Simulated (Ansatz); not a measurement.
# What TlBi (Pm-3m) distorts into, part 2 of 2

Aim: this structure of TlBi (Pm-3m) is to be tested for unstable modes, and one is followed downhill.

Ansatz 0.2.0; DFT PBEsol, scalar-relativistic, plane waves, PAW; PAW set soft_1.

So far, highest frequency on the path or at a solved wavevector (cm⁻¹): step 2 (phonons on a q mesh) 78.7. Also lowest frequency on the path (cm⁻¹): step 2 -26.8.

### Step 4. The mode frozen in, largest atomic shift 0.14 Å

The atoms are moved along the unstable eigenvector, the largest shift by 0.14 Å, with the cell fixed.

input.yaml reads:

```yaml
crystal:
  lattice:
    - [-3.8875782353, 0.0, 3.8875782353]
    - [-3.8875782353, 3.8875782353, 0.0]
    - [-7.7751564706, -3.8875782353, -3.8875782353]
  atoms:
    - { symbol: Tl, position: [0.7479478329, 0.7479478329, 0.7561565012] }
    - { symbol: Tl, position: [0.5020521671, 0.5020521671, 0.4938434988] }
    - { symbol: Tl, position: [0.2520521671, 0.2520521671, 0.2438434988] }
    - { symbol: Tl, position: [0.9979478329, -0.0020521671, 1.0061565012] }
    - { symbol: Bi, position: [0.8698020958, 0.8698020958, 0.3905937127] }
    - { symbol: Bi, position: [0.625, 0.625, 0.125] }
    - { symbol: Bi, position: [0.3801979042, 0.3801979042, 0.8594062873] }
    - { symbol: Bi, position: [0.125, 0.125, 0.625] }
kpoints:
  mp_grid: { grid: [9, 9, 9] }
hamiltonian:
  xc: pbesol
  pseudopotentials: { kind: paw, azcp: { folder: soft_1 }, xc_functional: pbe }
scf:
  occupations: { method: methfessel_paxton, width: 0.2 }
output:
  forces: true
  stress: true
  eigenvalues: true
```

On the command line:

```bash
> ansatz run input.yaml --threads 4 --pin off --max-ram 10240MiB --backend cpu --events-out ev --progress --plain --runs-dir out
```

Numbers of over 12 decimals in the logs are rounded to 6 here.

Log:

```text
[...]
Crystal: 8 atoms, lattice volume = 235.016 Å³
Basis set: ecut = 420 eV, 4609 PW (Γ), exchange–correlation on 80×80×128 points (8 copies of the dense FFT grid, shifted against one another)
Bands: 68, of which v1, the nominal top of the filled ones, is band 56 counted from 1 (55 counted from 0)
Symmetry: 12 space group operations
[...]
k-points: 85 of 729
[...]
k-point 0: bands = [... 52 lower, 9.5734, 9.5734, 9.5945, 10.6969, 10.7103, 10.7103, 10.9178, 11.1269, ... 8 higher]
  k-point 1: bands = [... 52 lower, 9.4082, 9.5429, 9.5429, 10.6687, 10.6687, 10.8271, 10.8865, 11.2160, ... 8 higher]
  k-point 2: bands = [... 52 lower, 9.3716, 9.5742, 9.5742, 10.3704, 10.5519, 10.5519, 11.2116, 11.4560, ... 8 higher]
  k-point 84: bands = [... 52 lower, 10.2068, 10.3021, 10.5270, 10.6168, 11.6056, 11.8878, 12.4532, 12.6819, ... 8 higher]
[key lines of the parts left out:]
SCF converged after 8 iterations
Free energy (F): -94168.092110 eV
Fermi energy:    11.207471 eV
P = ⅓ Tr σ = 0.0796 GPa (0.796 kbar)
```

Elapsed: 16 s, on 4 threads of Arm Neoverse V1, shared host; peak memory 1.2 GiB.

Numbers from this step:

```
pressure                         : 0.07958 GPa
energy from the undistorted cell : -0.169 meV/atom
```

The energy, extrapolated to zero smearing, is -0.17 meV/atom against the undistorted cell.

The run ends at a pressure of 0.08 GPa, with forces up to 0.028 eV/Å.

### Step 5. Energy along the mode, all amplitudes (two of the runs are shown above)

An imaginary frequency means negative curvature, so the energy should fall and then rise again as anharmonic terms take over.

This step gave:

- depth at the lowest point sampled: 0.169 meV/atom
- largest atomic shift at that point: 0.14 Å

The energy from the parent by largest atomic shift:

```csv
largest atomic shift (Å),energy from the parent (meV/atom)
0.000,0
0.040,-0.031
0.080,-0.109
0.140,-0.169
0.220,0.38
0.320,2.83
0.450,9.86
```

Displacement at unit largest shift by atom:

```csv
atom,x (Å),y (Å),z (Å),size
Tl1,-0.228,-0.228,-0.228,0.395
Tl2,0.228,0.228,0.228,0.395
Tl3,0.228,0.228,0.228,0.395
Tl4,-0.228,-0.228,-0.228,0.395
Bi5,-0.577,-0.577,-0.577,0.999
Bi6,0.000,0.000,0.000,0.000
Bi7,0.577,0.577,0.577,0.999
Bi8,0.000,0.000,0.000,0.000
```

The lowest of the steps tried is at 0.14 Å, 0.169 meV/atom below the parent; the bottom of the well need not coincide with a step.

### Step 6. Relaxation from the frozen mode

Starting from the lowest point found, all atoms and the cell are let go, so that strain and other modes of the same symmetry can join in.

Changes to input.yaml since step 4:

```diff
@@ -25 +25,6 @@
   eigenvalues: true
+relax:
+  adjacent_minimum: "off"
+  f_tol: 0.002
+  max_steps: 120
+  cell: { stress_tol: 0.03 }
```

Log:

```text
[...]
Crystal: 8 atoms, lattice volume = 235.016 Å³
Basis set: ecut = 420 eV, 4609 PW (Γ), exchange–correlation on 80×80×128 points (8 copies of the dense FFT grid, shifted against one another)
Bands: 68, of which v1, the nominal top of the filled ones, is band 56 counted from 1 (55 counted from 0)
Symmetry: 12 space group operations
[...]
k-points: 85 of 729
[...]
SCF iter   1: F=—  HF=-94168.940899 eV  |F-HF|=—  |Δ(HF+E_count)|=         —  Δρ=1.87e-2  dr2=2.21e0  ethr=3.10e-3  ⟨swp⟩=6.4  Hψ=23192  notcnv=0
[...]
SCF iter   8: F=-94168.092110 eV  HF=-94168.092110 eV  |F-HF|=8.48e-9  |Δ(HF+E_count)|=   9.24e-9  S|Δr|=    0.00e0  Δρ=2.37e-6  dr2=2.35e-8  ethr=8.93e-11  ⟨swp⟩=10.1  Hψ=25047  notcnv=0
SCF 1 converged in 8 iterations: F = -94168.092110 eV  dr2 = 2.35e-8
[...]
relax step   1: F+E_penalty+E_count = -94168.09211022 eV  Δ(F+E_penalty+E_count) = +0.000e0 eV  max|allowed force component| = 1.589e-2 eV/Å  Δτ_max = 0.0000 Å  P = +0.080 GPa  Ω = 235.016 Å³  (8 SCF iters, dr2 threshold 1.00e-7 eV, accepted)
Crystal: 8 atoms, lattice volume = 235.519 Å³
Basis set: ecut = 420 eV, 4573 PW (Γ), exchange–correlation on 80×80×128 points (8 copies of the dense FFT grid, shifted against one another)
[...]
SCF iter   4: F=-94168.094795 eV  HF=-94168.094796 eV  |F-HF|=2.05e-7  |Δ(HF+E_count)|=   1.97e-7  S|Δr|=    0.00e0  Δρ=6.09e-6  dr2=2.89e-7  ethr=4.12e-10  ⟨swp⟩=6.1  Hψ=23318  notcnv=0
SCF 2 converged in 4 iterations: F = -94168.094795 eV  dr2 = 2.89e-7
relax step   2: F+E_penalty+E_count = -94168.09479536 eV  Δ(F+E_penalty+E_count) = -2.685e-3 eV  max|allowed force component| = 4.817e-3 eV/Å  Δτ_max = 0.0077 Å  P = -0.021 GPa  Ω = 235.519 Å³  energy of the carried Pulay correction = -4.195e-5 eV  (4 SCF iters, dr2 threshold 4.61e-7 eV, accepted)
Crystal: 8 atoms, lattice volume = 235.373 Å³
Basis set: ecut = 420 eV, 4549 PW (Γ), exchange–correlation on 80×80×128 points (8 copies of the dense FFT grid, shifted against one another)
[...]
SCF iter   5: F=-94168.095023 eV  HF=-94168.095023 eV  |F-HF|=1.82e-9  |Δ(HF+E_count)|=   1.89e-9  S|Δr|=    0.00e0  Δρ=6.37e-7  dr2=2.51e-9  ethr=9.74e-12  ⟨swp⟩=4.3  Hψ=18945  notcnv=0
SCF 3 converged in 5 iterations: F = -94168.095023 eV  dr2 = 2.51e-9
relax step   3: F+E_penalty+E_count = -94168.09502253 eV  Δ(F+E_penalty+E_count) = -2.272e-4 eV  max|allowed force component| = 2.428e-3 eV/Å  Δτ_max = 0.0033 Å  P = +0.013 GPa  Ω = 235.373 Å³  energy of the carried Pulay correction = -2.978e-5 eV  (5 SCF iters, dr2 threshold 1.09e-8 eV, accepted)
[...]
relax step   4: F+E_penalty+E_count = -94168.09504005 eV  Δ(F+E_penalty+E_count) = -1.752e-5 eV  max|allowed force component| = 2.172e-3 eV/Å  Δτ_max = 0.0020 Å  P = -0.002 GPa  Ω = 235.461 Å³  energy of the carried Pulay correction = -3.712e-5 eV  (6 SCF iters, dr2 threshold 3.68e-10 eV, accepted)
[...]
relax step   5: F+E_penalty+E_count = -94168.09508616 eV  Δ(F+E_penalty+E_count) = -4.610e-5 eV  max|allowed force component| = 1.580e-3 eV/Å  Δτ_max = 0.0219 Å  P = +0.013 GPa  Ω = 235.492 Å³  energy of the carried Pulay correction = -3.973e-5 eV  (8 SCF iters, dr2 threshold 2.95e-10 eV, accepted)
[...]
relax step   6: F+E_penalty+E_count = -94168.09511460 eV  Δ(F+E_penalty+E_count) = -2.844e-5 eV  max|allowed force component| = 1.567e-4 eV/Å  Δτ_max = 0.0087 Å  P = -0.000 GPa  Ω = 235.512 Å³  energy of the carried Pulay correction = -4.138e-5 eV  (9 SCF iters, accepted)
Basis set: ecut = 420 eV, 4549 PW (Γ), exchange–correlation on 80×80×144 points (8 copies of the dense FFT grid, shifted against one another)
[...]
SCF iter   4: F=-94168.095159 eV  HF=-94168.095159 eV  |F-HF|=0.00e0  |Δ(HF+E_count)|=  2.76e-10  S|Δr|=    0.00e0  Δρ=1.33e-7  dr2=1.54e-11  ethr=1.00e-12  ⟨swp⟩=7.7  Hψ=29427  notcnv=0
SCF 7 converged in 4 iterations: F = -94168.095159 eV  dr2 = 1.54e-11
relax step   7: F+E_penalty+E_count = -94168.09515864 eV  Δ(F+E_penalty+E_count) = -4.404e-5 eV  max|allowed force component| = 1.569e-4 eV/Å  Δτ_max = 0.0000 Å  P = -0.000 GPa  Ω = 235.512 Å³  stress off target by 2.60e-4 GPa  SCF on the basis re-selected at this cell (its energy is not comparable with the rows above)  (4 SCF iters)
basis re-selected at this cell: Δ(F+E_penalty+E_count) = -4.404e-5 eV, ΔP = -0.000 GPa vs the last step (what re-selecting the basis moved, of the pressure what is left beyond the Pulay correction that the steps carried, after the strain that the cell walked since its last selection, with what the two solves' SCF thresholds leave and, on support functions, any second-order correction that the steps lacked; it is no measure of the basis error at this ecutwfc). The dense FFT grid was sized anew with the basis: this SCF ran on 40×40×72 points, the steps before it on 40×40×64, so part of this shift can come from that change (see relax.cell in the input reference). [rest of the remark cut]
SCF converged after 4 iterations
[...]
Free energy (F): -94168.095159 eV
[...]
Internal energy: -94168.101998 eV  (E = F + TS)
E sigma→0 (E₀):  -94168.096868 eV
Entropy (-TS):   0.006839 eV (0.855 meV/atom)
Fermi energy:    11.171541 eV
[...]
--- Forces (eV/Å), atoms counted from 1 ---
  atom   1  Tl    -0.00001578    -0.00001578    -0.00001578
  atom   2  Tl     0.00001578     0.00001578     0.00001578
  atom   3  Tl     0.00002907     0.00002907     0.00002907
  atom   4  Tl    -0.00002907    -0.00002907    -0.00002907
  atom   5  Bi    -0.00015691    -0.00015691    -0.00015691
  atom   6  Bi     0.00000000    -0.00000000     0.00000000
  atom   7  Bi     0.00015691     0.00015691     0.00015691
  atom   8  Bi     0.00000000    -0.00000000    -0.00000000
  max |Σ_I F_I| component: 9.24e-18 eV/Å
--- Stress (GPa, compression-positive) ---
       -0.000108       0.000152       0.000152
        0.000152      -0.000108       0.000152
        0.000152       0.000152      -0.000108
  P = ⅓ Tr σ = -0.0001 GPa (-0.001 kbar)
--- Band table (eV; the first three rows and the last of 85) ---
  k-point 0: bands = [... 52 lower, 9.5310, 9.5597, 9.5597, 10.6545, 10.6545, 10.7208, 10.8154, 11.1210, ... 8 higher]
  k-point 1: bands = [... 52 lower, 9.3647, 9.5316, 9.5316, 10.6146, 10.6146, 10.8157, 10.8557, 11.2071, ... 8 higher]
  k-point 2: bands = [... 52 lower, 9.3595, 9.5609, 9.5609, 10.3653, 10.5024, 10.5024, 11.2130, 11.4398, ... 8 higher]
  k-point 84: bands = [... 52 lower, 10.2059, 10.3006, 10.5208, 10.5852, 11.5651, 11.8702, 12.4353, 12.6641, ... 8 higher]
--- Relaxed structure (6 steps of the walk, 6 accepted, 1 SCFs on fresh bases) ---
  F+E_penalty+E_count = -94168.09515864 eV   max|allowed force component| = 1.569e-4 eV/Å   (the final SCF, on the basis selected at the relaxed cell)
  cell:  # Å, volume = 235.5120 Å³
    - [-3.876841, 0.0, 3.876841]
    - [-3.876841, 3.876841, 3.469446951953614e-18]
    - [-7.807750, -3.930909, -3.930909]
  atoms:
    - { symbol: Tl, position: [0.747416, 0.747416, 0.757751] }
    - { symbol: Tl, position: [0.502584, 0.502584, 0.492249] }
    - { symbol: Tl, position: [0.252374, 0.252374, 0.242877] }
    - { symbol: Tl, position: [0.997626, -0.00237449, 1.007123] }
    - { symbol: Bi, position: [0.869255, 0.869255, 0.392235] }
    - { symbol: Bi, position: [0.625, 0.625, 0.125] }
    - { symbol: Bi, position: [0.380745, 0.380745, 0.857765] }
    - { symbol: Bi, position: [0.125000, 0.125000, 0.625000] }
```

Run time: 2.1 min. Hardware: 4 threads; peak memory 1.3 GiB.

Relaxation path:

```csv
step,energy less that of the first step (eV),largest force component (eV/Å),pressure (GPa),volume (Å³)
1,0.0000,0.0159,0.08,235.02
2,-0.0027,0.0048,-0.02,235.52
3,-0.0029,0.0024,0.01,235.37
4,-0.0029,0.0022,0.00,235.46
5,-0.0030,0.0016,0.01,235.49
6,-0.0030,0.0002,0.00,235.51
7*,-0.0030,0.0002,0.00,235.51
```

Relaxation steps marked * repeat the geometry before them on a plane-wave basis chosen anew for their cell, so energy and pressure can jump there.

The run keeps the 12 symmetry operations that it works with, so distortions that break them were not tested.

```csv
"conventional cell, symmetrised",before,after,change
a (Å),5.498,5.483,-0.3 %
b (Å),5.498,5.483,-0.3 %
c (Å),26.934,27.140,+0.8 %
volume (Å³/atom),29.38,29.44,+0.2 %
```

The atoms that moved most (Å, as changes of fractional coordinates times the final cell):

```csv
atom,dx,dy,dz,length
Bi5,-0.009,-0.009,-0.009,0.015
Bi7,0.009,0.009,0.009,0.015
Tl2,0.008,0.008,0.008,0.014
Tl1,-0.008,-0.008,-0.008,0.014
Tl4,-0.005,-0.005,-0.005,0.009
Tl3,0.005,0.005,0.005,0.009
```

This step gave:

- pressure: -1.08e-4 GPa
- volume per atom: 29.44 Å³

The distorted start has space group R-3m; the relaxation ends in R-3m.

### Step 7. The new phase in its own primitive cell

The relaxed structure is symmetrised, reduced to its primitive cell and relaxed tightly, as its phonons need.

input.yaml, the sections that differ from step 6:

```yaml
crystal:
  lattice:
    - [2.7413406684, 1.5827137728, 9.0468285393]
    - [-2.7413406684, 1.5827137728, 9.0468285393]
    - [0.0, -3.1654275457, 9.0468285393]
  atoms:
    - { symbol: Tl, position: [0.1224164636, 0.1224164636, 0.1224164636] }
    - { symbol: Tl, position: [0.8775835364, 0.8775835364, 0.8775835364] }
    - { symbol: Tl, position: [0.6273744923, 0.6273744923, 0.6273744923] }
    - { symbol: Tl, position: [0.3726255077, 0.3726255077, 0.3726255077] }
    - { symbol: Bi, position: [0.2442549335, 0.2442549335, 0.2442549335] }
    - { symbol: Bi, position: [0.0, 0.0, 0.0] }
    - { symbol: Bi, position: [0.7557450665, 0.7557450665, 0.7557450665] }
    - { symbol: Bi, position: [0.5, 0.5, 0.5] }
relax:
  adjacent_minimum: "off"
  f_tol: 0.001
  max_steps: 60
  cell: { stress_tol: 0.01 }
# kpoints, hamiltonian, scf, output: as in step 6
```

Log:

```text
[...]
atoms:
    - { symbol: Tl, position: [0.122416, 0.122416, 0.1224164636] }
    - { symbol: Tl, position: [0.8775835364, 0.8775835364, 0.877584] }
    - { symbol: Tl, position: [0.627374, 0.627374, 0.627374] }
    - { symbol: Tl, position: [0.372626, 0.372626, 0.372626] }
    - { symbol: Bi, position: [0.244255, 0.244255, 0.244255] }
    - { symbol: Bi, position: [0.0, 0.0, 0.0] }
    - { symbol: Bi, position: [0.755745, 0.755745, 0.755745] }
    - { symbol: Bi, position: [0.500000, 0.500000, 0.5] }
[key lines of the parts left out:]
SCF converged after 7 iterations
Free energy (F): -94168.095159 eV
Fermi energy:    11.171541 eV
P = ⅓ Tr σ = -0.0001 GPa (-0.001 kbar)
```

Run time: 39 s. Hardware: 4 threads; peak memory 1.3 GiB.

Little changed from the start: no atom moved by 0.005 Å and no cell edge by 0.1 %.

This step gave:

```
pressure : -1.10e-4 GPa
```

The largest force component left is 0.27 meV/Å and the pressure is 0.000 GPa, within the tolerances set. The cell now holds 29.44 Å³/atom.

### Step 8. Modes of the new phase, k-mesh 9×9×9

A relaxed structure may still be a saddle point, so its zone-centre modes are computed. No field response is asked, since the mesh shows no gap.

Changes to input.yaml since step 7:

```diff
@@ -22,9 +22,4 @@
 output:
-  forces: true
-  stress: true
   eigenvalues: true
-relax:
-  adjacent_minimum: "off"
-  f_tol: 0.001
-  max_steps: 60
-  cell: { stress_tol: 0.01 }
+phonons:
+  method: dfpt
```

Log:

```text
Engine: ansatz 0.2.0, aarch64-unknown-linux-gnu
Pseudopotentials: kind: paw
Pseudopotential: Tl, paw, valence charge 13, recommended cutoff 420 eV (normal), soft_1/Tl.paw.azcp
Pseudopotential: Bi, paw, valence charge 15, recommended cutoff 420 eV (normal), soft_1/Bi.paw.azcp
Functional definition: PBEsol
  exchange = pbesol_x
  correlation = pbesol_c
Crystal: 8 atoms, lattice volume = 235.512 Å³
Basis set: ecut = 420 eV, 4549 PW (Γ), exchange–correlation on 144×144×144 points (8 copies of the dense FFT grid, shifted against one another)
Bands: 68, of which v1, the nominal top of the filled ones, is band 56 counted from 1 (55 counted from 0)
Symmetry: 12 space group operations
k-points: 205 of 729 (irreducible under 2 space group operations, time reversal used)
Non-local potential: Tl, projectors of the file, l = 0: 2, l = 1: 2, l = 2: 2, l = 3: 1
Non-local potential: Bi, projectors of the file, l = 0: 2, l = 1: 2, l = 2: 2, l = 3: 1
PAW form: soft (Blöchl's): semilocal exchange-correlation on the pseudo side does not see the compensation charge
PAW frozen core: Tl, regenerated for the run's functional, and the local potential with it (the file was generated under x = pbe(κ = 0.804, μ = 0.219515), c = pbe(β = 0.066725))
PAW frozen core: Bi, regenerated for the run's functional, and the local potential with it (the file was generated under x = pbe(κ = 0.804, μ = 0.219515), c = pbe(β = 0.066725))
PAW one-centre angular grid: Tl, 590 points (default); XC on 64 Gauss nodes
PAW one-centre angular grid: Bi, 590 points (default); XC on 64 Gauss nodes
Initial density: superposition of atomic densities (chi_scale 0.1, normalization cell, long waves kept (reshape's long-wave potential 0.04 eV rms))
Initial wavefunctions: pseudopotential atomic-orbital guess
Functional: x = pbesol(κ = 0.804, μ = 0.123457), c = pbesol(β = 0.046)
SCF iter   1: F=—  HF=-94168.952171 eV  |F-HF|=—  |Δ(HF+E_count)|=         —  Δρ=1.87e-2  dr2=2.29e0  ethr=3.10e-3  ⟨swp⟩=6.5  Hψ=56113  notcnv=0
preconditioner: auto → Kerker (q_TF=auto, 2.410 Å⁻¹)  [metal: Δε(μ)=0.006 eV  Ē_g=16.100 eV  σ=0.200 eV  W_gap=0.03  n_scr=60 (ndim 8)  ℏωp=25.6 eV  f_vac=0.000  D(μ)=4.02/eV (n_scr^D=22)]
SCF iter   2: F=—  HF=-94168.406857 eV  |F-HF|=—  |Δ(HF+E_count)|=   5.45e-1  S|Δr|=    0.00e0  Δρ=1.11e-2  dr2=8.62e-1  ethr=2.04e-3  ⟨swp⟩=1.9  Hψ=16846  notcnv=0  defer=243
SCF iter   3: F=—  HF=-94168.098982 eV  |F-HF|=—  |Δ(HF+E_count)|=   3.08e-1  S|Δr|=    0.00e0  Δρ=1.64e-3  dr2=1.59e-2  ethr=7.69e-4  ⟨swp⟩=3.0  Hψ=24957  notcnv=0  defer=243
SCF iter   4: F=—  HF=-94168.095029 eV  |F-HF|=—  |Δ(HF+E_count)|=   3.95e-3  S|Δr|=    0.00e0  Δρ=2.93e-4  dr2=3.97e-4  ethr=1.42e-5  ⟨swp⟩=2.1  Hψ=17508  notcnv=0  defer=533
SCF iter   5: F=—  HF=-94168.094999 eV  |F-HF|=—  |Δ(HF+E_count)|=   3.02e-5  S|Δr|=    0.00e0  Δρ=9.13e-5  dr2=9.31e-5  ethr=3.54e-7  ⟨swp⟩=2.0  Hψ=15911  notcnv=0  defer=533
SCF iter   6: F=—  HF=-94168.094985 eV  |F-HF|=—  |Δ(HF+E_count)|=   1.33e-5  S|Δr|=    0.00e0  Δρ=3.41e-5  dr2=1.95e-5  ethr=8.31e-8  ⟨swp⟩=2.4  Hψ=17634  notcnv=0  defer=533
SCF iter   7: F=—  HF=-94168.094988 eV  |F-HF|=—  |Δ(HF+E_count)|=   3.03e-6  S|Δr|=    0.00e0  Δρ=8.59e-6  dr2=3.62e-7  ethr=1.74e-8  ⟨swp⟩=2.0  Hψ=14787  notcnv=0  defer=533
SCF iter   8: F=—  HF=-94168.095159 eV  |F-HF|=—  |Δ(HF+E_count)|=   1.70e-4  S|Δr|=    0.00e0  Δρ=2.60e-6  dr2=2.87e-8  ethr=3.23e-10  ⟨swp⟩=2.0  Hψ=20466  notcnv=0  defer=822
SCF iter   9: F=—  HF=-94168.095159 eV  |F-HF|=—  |Δ(HF+E_count)|=   1.28e-9  S|Δr|=    0.00e0  Δρ=6.63e-7  dr2=2.93e-9  ethr=2.56e-11  ⟨swp⟩=2.0  Hψ=17343  notcnv=0  defer=822
SCF iter  10: F=—  HF=-94168.095159 eV  |F-HF|=—  |Δ(HF+E_count)|=  1.89e-10  S|Δr|=    0.00e0  Δρ=1.79e-7  dr2=6.59e-11  ethr=2.62e-12  ⟨swp⟩=2.4  Hψ=19050  notcnv=0  defer=822
SCF iter  11: F=-94168.095159 eV  HF=-94168.095159 eV  |F-HF|=1.46e-11  |Δ(HF+E_count)|=  1.46e-11  S|Δr|=    0.00e0  Δρ=5.26e-8  dr2=7.01e-12  ethr=1.00e-12  ⟨swp⟩=11.2  Hψ=74584  notcnv=0
SCF 1 converged in 11 iterations: F = -94168.095159 eV  dr2 = 7.01e-12
[...]
DFPT response loops at Γ: preconditioner auto → Kerker (q_TF=auto, 2.410 Å⁻¹) (partly filled bands, converged f_vac=0.000); β = 1.00, the filter's whole step (`scf.mixing.beta` (0.50) is not read by the response loops under this deck's `scf.mixing.preconditioner`; to damp them name `kerker` or `kerker_dos`, under which they read `scf.mixing.beta`, and type it under 1.00, their step now; both keys bind the ground state too); Broyden in place of MSR1
the response loops of the zone centre start from zero, take more passes and end by a threshold: the memory limit or budget leaves too little room for the subspace of the ground state's own states beside the solves, or none could be made (phonons.method)
```

Wall time 44 min (4 threads); peak memory 7 GiB.

The run was cut off at the time limit after its SCF cycle had converged; no result of it is taken.

The program's message: “Warning:”

### Step 9. What came out

```yaml
unstable_mode_of_the_parent: q = (0.25, 0.25, 0.25), 26i cm⁻¹
depth_at_the_lowest_point_sampled: 0.169 meV/atom
largest_atomic_shift_at_that_point: 0.14 Å
space_group_reached_within_0p01_a: R-3m
energy_gained_over_the_parent_first_relaxation_on_the_mesh_of_the_frozen_mode: 0.590 meV/atom
volume_per_atom_phase_reached: 29.4 Å³
```

**Reading.** Along this mode the structure falls into R-3m, 0.590 meV/atom below the parent. At the parent's cell the well is 0.169 meV/atom deep on the steps tried, with its lowest point at a shift of 0.14 Å. Relaxing atoms and cell changes the gain by +0.42 meV/atom against the lowest step (energies at zero smearing). Most of the total comes from this relaxation. The modes of the phase reached were not computed on this path. How so shallow a well moves with the k mesh was not tested. Of the 2 patterns followed to their end from this parent, this one ends 79.7 meV/atom above the lowest, Pmma. Each path keeps the symmetry of its pattern, so a lower phase may lie along a pattern not tried. With no gap, or one that is small against the smearing, the frequencies hang on the k mesh and the smearing, most of all near Kohn anomalies. Spin-orbit coupling is left out, which can matter for the heavy elements here. The PAW files were made for PBE and serve the other functionals too.

[Logs are printed without paths, hosts, clocks, repeated set-up lines and the standing remarks that a program may print on its own settings, such as how far it seeks lower states.]

[Hosts, paths, dates, database ids (printed as entryN), source tags and the programs' standing remarks are cut or masked in the printed files.]
